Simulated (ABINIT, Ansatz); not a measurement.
# In (I4/mmm): phonons by linear response, part 2 of 4

Aim: the phonon dispersion of In (I4/mmm), checked by a second program.

ABINIT 10.8.3; DFT LDA, scalar-relativistic, plane waves, PseudoDojo norm-conserving pseudopotentials.

So far. Step 3 (Relaxing the cell and atoms): The volume changes by -6.0 % in this run and stands -6.0 % from the first cell. Step 4 (Self-consistent run for the response): The cell stands at -1.2 GPa: the relaxation ran with a smoothed and higher cutoff, and the difference is a stress of the finite basis. The relaxed cell has a = 3.148, c = 4.960 Å (conventional setting).

### 5. Linear response at Γ

At q = 0 one unit cell holds all displacements. The response is solved for single atoms along the cell's directions, and symmetry skips those that follow from others. The crystal is treated as a metal, which screens a static field, so no field response is asked.

dfpt_gamma.abi

```

# common to the responses
getwfk_filepath "gso_WFK"
kptopt 2
nqpt 1
qpt 0.0 0.0 0.0
asr 0
chneut 0

# displacements
rfphon 1
rfatpol 1 1
rfdir 1 1 1
tolvrs 1.0d-10
prtwf 0

# basis, mesh and filling
ecut 31.0
ngkpt 16 16 16
nshiftk 1
shiftk 0.0 0.0 0.0
istwfk *1
occopt 7
tsmear 0.01
nband 12
nstep 100
diemac 1000000.0
prtebands 0
prtgsr 0
useylm 1

# cell and atoms
acell 6.297564875 6.297564875 6.297564875
rprim 
    -0.4723138467 0.4723138467 0.7442037761
    0.4723138467 -0.4723138467 0.7442037761
    0.4723138467 0.4723138467 -0.7442037761
ntypat 1
znucl 49
natom 1
typat 1
xred 
    0.0 0.0 0.0
pp_dirpath "./pseudo"
pseudos "In.upf"
```

Launch:

```bash
> OMP_NUM_THREADS=1 mpirun -n 16 abinit dfpt_gamma.abi > dfpt_gamma.log
```

Numbers of over 12 decimals in the logs are rounded to 6 here.

dfpt_gamma.abo, the main output file:

```text
[banners, grids, parts of the stress and lines that vanish by symmetry left out]
- input  file    -> dfpt_gamma.abi
- output file    -> dfpt_gamma.abo
- root for input  files -> dfpt_gammai
- root for output files -> dfpt_gammao

 Symmetries : space group I4/m m m (#139); Bravais tI (body-center tetrag.)
================================================================================
 Values of the parameters that define the memory need of the present run (RF).
     intxc =       0      iscf =       7    lmnmax =      18     lnmax =       6
     mgfft =      32  mpssoang =       3    mqgrid =    3001     natom =       1
  nloc_mem =       1    nspden =       1   nspinor =       1    nsppol =       1
      nsym =      16    n1xccc =    2501    ntypat =       1    occopt =       7
   xclevel =       1
-    mband =          12        mffmem =           1         mkmem =         129
-   mkqmem =         129        mk1mem =         129           mpw =        1400
      nfft =       32768          nkpt =        2052
- my_mband =          12
================================================================================
================================================================================

--------------------------------------------------------------------------------
------------- Echo of variables that govern the present computation ------------
--------------------------------------------------------------------------------
-
- outvars: echo of selected default values
-   iomode0 =  0 , fftalg0 =312 , wfoptalg0 =  0
-
- outvars: echo of global parameters not present in the input file
-  max_nthreads =    1
-
 -outvars: echo values of preprocessed input variables --------
            acell      6.2975648750E+00  6.2975648750E+00  6.2975648750E+00 Bohr
              amu      1.14820000E+02
              asr           0
           chneut           0
             ecut      3.10000000E+01 Hartree
-          fftalg         312
           istwfk        1    0    0    0    0    0    0    0    1    0
                         0    0    0    0    0    0    0    0    0    0
                         0    0    0    0    0    0    0    0    0    0
                         0    0    0    0    0    0    0    0    0    0
                         0    0    0    0    0    0    0    0    0    0
                       outvar_i_n : Printing only first  50 k-points.
              ixc       -1012
              kpt      0.00000000E+00  0.00000000E+00  0.00000000E+00
                       6.25000000E-02  0.00000000E+00  0.00000000E+00
                       1.25000000E-01  0.00000000E+00  0.00000000E+00
                       1.87500000E-01  0.00000000E+00  0.00000000E+00
                       [...]
                       outvar_i_n : Printing only first  50 k-points.
           kptopt           2
         kptrlatt       16    0    0      0   16    0      0    0   16
          kptrlen      9.51816669E+01
P           mkmem         129
P          mkqmem         129
P          mk1mem         129
            natom           1
            nband          12
           nbdbuf           2
            ngfft          32      32      32
             nkpt        2052
             nqpt           1
            nstep         100
             nsym          16
           ntypat           1
              occ      2.000000  2.000000  2.000000  2.000000  2.000000  2.000000
                       1.000000  0.000000  0.000000  0.000000  0.000000  0.000000
                       2.000000  2.000000  2.000000  2.000000  2.000000  2.000000
                       1.000000  0.000000  0.000000  0.000000  0.000000  0.000000
                       [...]
                       prtocc : prtvol=0, do not print more k-points.
           occopt           7
        optdriver           1
        prtebands           0
           prtgsr           0
           prtpot           1
            prtwf           0
           rfphon           1
            rprim     -4.7231384670E-01  4.7231384670E-01  7.4420377610E-01
                       4.7231384670E-01 -4.7231384670E-01  7.4420377610E-01
                       4.7231384670E-01  4.7231384670E-01 -7.4420377610E-01
          spgroup         139
           symrel      1  0  0   0  1  0   0  0  1      -1  0  0   0 -1  0   0  0 -1
                       0  0  1  -1 -1 -1   1  0  0       0  0 -1   1  1  1  -1  0  0
                       0  1  0   1  0  0  -1 -1 -1       0 -1  0  -1  0  0   1  1  1
                      -1 -1 -1   0  0  1   0  1  0       1  1  1   0  0 -1   0 -1  0
                       [...]
           tolvrs      1.00000000E-10
            typat      1
           useylm           1
              wtk        0.00024    0.00049    0.00049    0.00049    0.00049    0.00049
                         0.00049    0.00049    0.00024    0.00049    0.00049    0.00049
                         0.00049    0.00049    0.00049    0.00049    0.00049    0.00049
                         0.00049    0.00049    0.00049    0.00049    0.00049    0.00049
                       [...]
                       outvars : Printing only first  50 k-points.
            znucl       49.00000

================================================================================

 chkinp: Checking input parameters for consistency.

================================================================================
== DATASET  1 ==================================================================
-   mpi_nproc: 16, omp_nthreads: 1 (-1 if OMP is not activated)

--- !DatasetInfo
iteration_state: {dtset: 1, }
dimensions: {natom: 1, nkpt: 2052, mband: 12, nsppol: 1, nspinor: 1, nspden: 1, mpw: 1400, }
cutoff_energies: {ecut:  31.0, pawecutdg:  -1.0, }
electrons: {nelect:   1.30000000E+01, charge:   0.00000000E+00, occopt:   7.00000000E+00, tsmear:   1.00000000E-02, }
meta: {optdriver: 1, rfphon: 1, }
...

 mkfilename: getwfk from: gso_WFK

 Real(R)+Recip(G) space primitive vectors, cartesian coordinates (Bohr,Bohr^-1):
 R(1)= -2.9744271  2.9744271  4.6866716  G(1)=  0.0000000  0.1680996  0.1066855
 R(2)=  2.9744271 -2.9744271  4.6866716  G(2)=  0.1680996  0.0000000  0.1066855
 R(3)=  2.9744271  2.9744271 -4.6866716  G(3)=  0.1680996  0.1680996  0.0000000
 Unit cell volume ucvol=  1.6585599E+02 bohr^3
 Angles (23,13,12)=  1.23630803E+02  1.23630803E+02  8.38184903E+01 degrees
 setup1 : take into account q-point for computing boxcut.

 getcut: wavevector=  0.0000  0.0000  0.0000  ngfft=  32  32  32
         ecut(hartree)=     31.000   => boxcut(ratio)=   2.02767

--- Pseudopotential description ------------------------------------------------
- pspini: atom type   1  psp file is ./pseudo/In.upf

   3.28153314E+02                                ecore*ucvol(ha*bohr**3)
--------------------------------------------------------------------------------

 ==>  initialize data related to q vector <==

 The list of irreducible perturbations for this q vector is:
    1)    idir= 1    ipert=   1

================================================================================

 The perturbation idir=   2  ipert=   1 is
 symmetric of a previously calculated perturbation.
 So, its SCF calculation is not needed.

 The perturbation idir=   3  ipert=   1 is
 symmetric of a previously calculated perturbation.
 So, its SCF calculation is not needed.

--------------------------------------------------------------------------------
 Perturbation wavevector (in red.coord.)   0.000000  0.000000  0.000000
 Perturbation : displacement of atom   1   along direction   1
 Found     2 symmetries that leave the perturbation invariant.
 symkpt : the number of k-points, thanks to the symmetries,
 is reduced to  1098 .

--------------------------------------------------------------------------------

--------------------------------------------------------------------------------

 dfpt_looppert : total number of electrons, from k and k+q
  fully or partially occupied states are    1.300000E+01 and    1.300000E+01.
 Initialisation of the first-order wave-functions :
  ireadwf=   0

--- !BeginCycle
iteration_state: {dtset: 1, }
solver: {iscf: 7, nstep: 100, nline: 4, wfoptalg: 0, }
tolerances: {tolvrs: 1.00E-10, }
...

     iter   2DEtotal(Ha)        deltaE(Ha) residm    vres2
-ETOT  1   3.142674     -1.012E+04 1.976E+01 1.590E+02
 ETOT  2  1.43451573308084E-02 -3.128E+00 8.193E-02 2.984E+01
 ETOT  3 -4.32146733601257E-04 -1.478E-02 9.083E-04 7.789E-01
 ETOT  4 -7.42270990031102E-04 -3.101E-04 1.637E-04 2.172E-01
 ETOT  5 -8.25154899303016E-04 -8.288E-05 6.695E-06 2.338E-04
 ETOT  6 -8.25272860765836E-04 -1.180E-07 9.449E-07 1.971E-06
 ETOT  7 -8.25273648388247E-04 -7.876E-10 4.859E-08 4.767E-07
 ETOT  8 -8.25273903046764E-04 -2.547E-10 7.064E-09 1.804E-08
 ETOT  9 -8.25273932150594E-04 -2.910E-11 5.323E-10 6.346E-11

 At SCF step    9       vres2   =  6.35E-11 < tolvrs=  1.00E-10 =>converged.
================================================================================

 ----iterations are completed or convergence reached----

 Mean square residual over all n,k,spin=   91.412E-14; max=  53.226E-11

 Thirteen components of 2nd-order total energy (hartree) are
 1,2,3: 0th-order hamiltonian combined with 1st-order wavefunctions
     kin0=   1.39981498E+04 eigvalue=   5.79676042E+02  local=  -7.71896284E+03
 4,5,6: 1st-order hamiltonian combined with 1st and 0th-order wfs
 loc psp =  -2.97659765E+03  Hartree=   8.25224799E+02     xc=  -1.46453130E+02
 note that "loc psp" includes a xc core correction that could be resolved
 7,8,9: eventually, occupation + non-local contributions
    edocc=   4.00902169E+01     enl0=   2.55033117E+03   enl1=  -1.72795144E+04
 1-9 gives the relaxation energy (to be shifted if some occ is /=2.0)
   erelax=  -1.01280560E+04
 10,11,12 Non-relaxation  contributions : frozen-wavefunctions and Ewald
 fr.local=   1.40041419E+03 fr.nonlo=   8.63975565E+03  Ewald=   0.00000000E+00
 13,14 Frozen wf xc core corrections (1) and (2)
 frxc 1  =  -3.05060536E+02  frxc 2 =   3.92945906E+02
 Resulting in :
 2DEtotal=   -0.8252739322E-03 Ha. Also 2DEtotal=   -0.224568477265E-01 eV
    (2DErelax=   -1.0128056039E+04 Ha. 2DEnonrelax=    1.0128055214E+04 Ha)
    (  non-var. 2DEtotal :   -8.2076479930E-04 Ha)

================================================================================

 ---- first-order wavefunction calculations are completed ----

 ==> Compute Derivative Database <==

  2nd-order matrix (non-cartesian coordinates, masses not included,
   asr not included )
     j1       j2             matrix element
  dir pert dir pert     real part     imaginary part

   1    1   1    1        -0.0008207681         0.0000000000
   1    1   2    1        -0.0004180132         0.0000000000
   1    1   3    1         0.0006193907         0.0000000000
   1    1   3    3         0.0000000000         0.0000000000

   2    1   1    1        -0.0004180132         0.0000000000
   2    1   2    1        -0.0008207681         0.0000000000
   2    1   3    1         0.0006193907         0.0000000000
   2    1   3    3         0.0000000000         0.0000000000

   3    1   1    1         0.0006193907         0.0000000000
   3    1   2    1         0.0006193907         0.0000000000
   3    1   3    1        -0.0008207681         0.0000000000

   3    3   1    1         0.0000000000         0.0000000000
   3    3   2    1         0.0000000000         0.0000000000

  Dynamical matrix, in cartesian coordinates,
   if specified in the inputs, asr has been imposed
     j1       j2             matrix element
  dir pert dir pert     real part    imaginary part

   1    1   1    1        -0.0000113808         0.0000000000
   1    1   2    1        -0.0000000000         0.0000000000
   1    1   3    1        -0.0000000000         0.0000000000

   2    1   1    1        -0.0000000000         0.0000000000
   2    1   2    1        -0.0000113808         0.0000000000
   2    1   3    1        -0.0000000000         0.0000000000

   3    1   1    1        -0.0000000000         0.0000000000
   3    1   2    1        -0.0000000000         0.0000000000
   3    1   3    1        -0.0000281991         0.0000000000

  Phonon wavevector (reduced coordinates) :  0.00000  0.00000  0.00000
 Phonon energies in Hartree :
  -1.160724E-05 -7.373917E-06 -7.373917E-06
 Phonon frequencies in cm-1    :
- -2.547495E+00 -1.618388E+00 -1.618388E+00

== END DATASET(S) ==============================================================
================================================================================

 -outvars: echo values of variables after computation
            acell      6.2975648750E+00  6.2975648750E+00  6.2975648750E+00 Bohr
           etotal     -8.2527393215E-04
            fcart      0.0000000000E+00  0.0000000000E+00  0.0000000000E+00
           strten      0.0000000000E+00  0.0000000000E+00  0.0000000000E+00
================================================================================
```

Run time: 22 s. Hardware: 16 MPI ranks of Arm Neoverse V2, shared host.

With one atom there are acoustic modes alone, which should vanish; they come out at 2.55 cm⁻¹ in size, the error that the sum rule removes later.

### 6. Zone-centre analysis

anaddb reads the merged derivatives and imposes the acoustic sum rule.

anaddb.abi

```
ddb_filepath "gamma_DDB"
output_file "anaddb.abo"
outdata_prefix "anaddb"
asr 1
chneut 1
enunit 2
eivec 1
nph1l 1
qph1l 0.0 0.0 0.0 1.0
```

mrgddb.in

```
gamma_DDB
merged
2
dfpt_gammao_DDB
gso_DDB
```

Launch:

```bash
> mrgddb < mrgddb.in > mrgddb.log
> OMP_NUM_THREADS=1 anaddb anaddb.abi > anaddb.log
```

anaddb.abo, the main output file:

```text
-outvars_anaddb: echo values of input variables ----------------------

 Miscellaneous information :
      enunit         2
       eivec         1
         asr         1
 First list of wavevector (reduced coord.) :
       nph1l         1
       qph1l
                     0.00000000E+00  0.00000000E+00  0.00000000E+00    1.000E+00

================================================================================

 read the DDB information and perform some checks

  ==== Info on the Cryst% object ====
 Real(R)+Recip(G) space primitive vectors, cartesian coordinates (Bohr,Bohr^-1):
 R(1)= -2.9744271  2.9744271  4.6866716  G(1)=  0.0000000  0.1680996  0.1066855
 R(2)=  2.9744271 -2.9744271  4.6866716  G(2)=  0.1680996  0.0000000  0.1066855
 R(3)=  2.9744271  2.9744271 -4.6866716  G(3)=  0.1680996  0.1680996  0.0000000
 Unit cell volume ucvol=  1.6585599E+02 bohr^3
 Angles (23,13,12)=  1.23630803E+02  1.23630803E+02  8.38184903E+01 degrees
 Time-reversal symmetry is present
 Reduced atomic positions [iatom, xred, symbol]:
    1)    0.0000000  0.0000000  0.0000000  In

 DDB file with 3 blocks has been read.

================================================================================

 Treat the first list of vectors

  Phonon wavevector (reduced coordinates) :  0.00000  0.00000  0.00000
 Phonon energies in Hartree :
   0.000000E+00  0.000000E+00  0.000000E+00
 Phonon energies in meV     :
-  0.000000E+00  0.000000E+00  0.000000E+00
 Phonon frequencies in cm-1    :
-  0.000000E+00  0.000000E+00  0.000000E+00
 Phonon frequencies in Thz     :
-  0.000000E+00  0.000000E+00  0.000000E+00
 Phonon energies in Kelvin  :
-  0.000000E+00  0.000000E+00  0.000000E+00

 Eigendisplacements
 (will be given, for each mode : in cartesian coordinates
   for each atom the real part of the displacement vector,
   then the imaginary part of the displacement vector - absolute values smaller than 1.0d-7 are set to zero)
  Mode number    1   Energy    0.000000E+00
 Attention : low frequency mode.
   (Could be unstable or acoustic mode)
-  1  0.00000000E+00  0.00000000E+00  2.18580381E-03
-     0.00000000E+00  0.00000000E+00  0.00000000E+00
  Mode number    2   Energy    0.000000E+00
 Attention : low frequency mode.
   (Could be unstable or acoustic mode)
-  1  0.00000000E+00  2.18580381E-03  0.00000000E+00
-     0.00000000E+00  0.00000000E+00  0.00000000E+00
  Mode number    3   Energy    0.000000E+00
 Attention : low frequency mode.
   (Could be unstable or acoustic mode)
-  1  2.18580381E-03  0.00000000E+00  0.00000000E+00
-     0.00000000E+00  0.00000000E+00  0.00000000E+00

 Analysis of degeneracies and characters (maximum tolerance=1.00E-06 a.u.)
 For each vibration mode, or group of modes if degenerate,
 the characters are given for each symmetry operation (see the list in the log file).
 Symmetry characters of vibration mode #   1
       degenerate with vibration modes #   2 to    3
  3.0 -3.0 -1.0  1.0 -1.0  1.0 -1.0  1.0  1.0 -1.0 -1.0  1.0  1.0 -1.0 -1.0  1.0
-
```

The job ended after 0.58 s (1 thread).

Zone-centre frequencies as printed; negative means imaginary. Modes:

| mode | frequency (cm⁻¹) |
| --- | --- |
| 1 | 0 |
| 2 | 0 |
| 3 | 0 |

### 7. Sum rules set otherwise (asr 0)

Without the rule the raw error of the acoustic modes shows.

Changes to anaddb.abi since step 6:

```diff
@@ -3,4 +3,4 @@
 outdata_prefix "anaddb"
-asr 1
-chneut 1
+asr 0
+chneut 0
 enunit 2
```

mrgddb.in is that of step 6.

anaddb.abo, the main output file:

```text
-outvars_anaddb: echo values of input variables ----------------------

 Miscellaneous information :
      enunit         2
       eivec         1
      chneut         0
 First list of wavevector (reduced coord.) :
       nph1l         1
       qph1l
                     0.00000000E+00  0.00000000E+00  0.00000000E+00    1.000E+00

================================================================================

 read the DDB information and perform some checks

  ==== Info on the Cryst% object ====
 Real(R)+Recip(G) space primitive vectors, cartesian coordinates (Bohr,Bohr^-1):
 R(1)= -2.9744271  2.9744271  4.6866716  G(1)=  0.0000000  0.1680996  0.1066855
 R(2)=  2.9744271 -2.9744271  4.6866716  G(2)=  0.1680996  0.0000000  0.1066855
 R(3)=  2.9744271  2.9744271 -4.6866716  G(3)=  0.1680996  0.1680996  0.0000000
 Unit cell volume ucvol=  1.6585599E+02 bohr^3
 Angles (23,13,12)=  1.23630803E+02  1.23630803E+02  8.38184903E+01 degrees
 Time-reversal symmetry is present
 Reduced atomic positions [iatom, xred, symbol]:
    1)    0.0000000  0.0000000  0.0000000  In

 DDB file with 3 blocks has been read.

================================================================================

 Treat the first list of vectors

  Phonon wavevector (reduced coordinates) :  0.00000  0.00000  0.00000
 Phonon energies in Hartree :
  -1.160724E-05 -7.373917E-06 -7.373917E-06
 Phonon energies in meV     :
- -3.158491E-01 -2.006545E-01 -2.006545E-01
 Phonon frequencies in cm-1    :
- -2.547495E+00 -1.618388E+00 -1.618388E+00
 Phonon frequencies in Thz     :
- -7.637197E-02 -4.851804E-02 -4.851804E-02
 Phonon energies in Kelvin  :
- -3.665277E+00 -2.328499E+00 -2.328499E+00

 Eigendisplacements
 (will be given, for each mode : in cartesian coordinates
   for each atom the real part of the displacement vector,
   then the imaginary part of the displacement vector - absolute values smaller than 1.0d-7 are set to zero)
  Mode number    1   Energy   -1.160724E-05
 Attention : low frequency mode.
   (Could be unstable or acoustic mode)
;  1  0.00000000E+00  0.00000000E+00  2.18580381E-03
;     0.00000000E+00  0.00000000E+00  0.00000000E+00
  Mode number    2   Energy   -7.373917E-06
 Attention : low frequency mode.
   (Could be unstable or acoustic mode)
-  1  0.00000000E+00 -2.18580381E-03  0.00000000E+00
-     0.00000000E+00  0.00000000E+00  0.00000000E+00
  Mode number    3   Energy   -7.373917E-06
 Attention : low frequency mode.
   (Could be unstable or acoustic mode)
-  1  2.18580381E-03  0.00000000E+00  0.00000000E+00
-     0.00000000E+00  0.00000000E+00  0.00000000E+00

 Analysis of degeneracies and characters (maximum tolerance=1.00E-06 a.u.)
 For each vibration mode, or group of modes if degenerate,
 the characters are given for each symmetry operation (see the list in the log file).
 Symmetry characters of vibration mode #   1
  1.0 -1.0 -1.0  1.0  1.0 -1.0 -1.0  1.0  1.0 -1.0 -1.0  1.0  1.0 -1.0 -1.0  1.0
 Symmetry characters of vibration mode #   2
        degenerate with vibration mode #   3
  2.0 -2.0 -0.0  0.0 -2.0  2.0  0.0 -0.0 -0.0  0.0  0.0 -0.0  0.0 -0.0 -0.0  0.0
-
```

The job ended after 0.55 s (1 thread).

Read from the output:

```yaml
largest_acoustic_frequency_at_the_zone_centre_before_the_sum_rule: -2.55 cm⁻¹
```

Zone-centre frequencies as printed; negative means imaginary. Modes:

```
mode  frequency (cm⁻¹)
   1             -2.55
   2             -1.62
   3             -1.62
```

[end of part 2 of 4]

[Host names and launcher messages were left out of these logs when they were recorded.]

[Logs are printed without paths, hosts, clocks, repeated set-up lines and the standing remarks that a program may print on its own settings, such as how far it seeks lower states.]

[Hosts, paths, dates, database ids (printed as entryN), source tags and the programs' standing remarks are cut or masked in the printed files.]
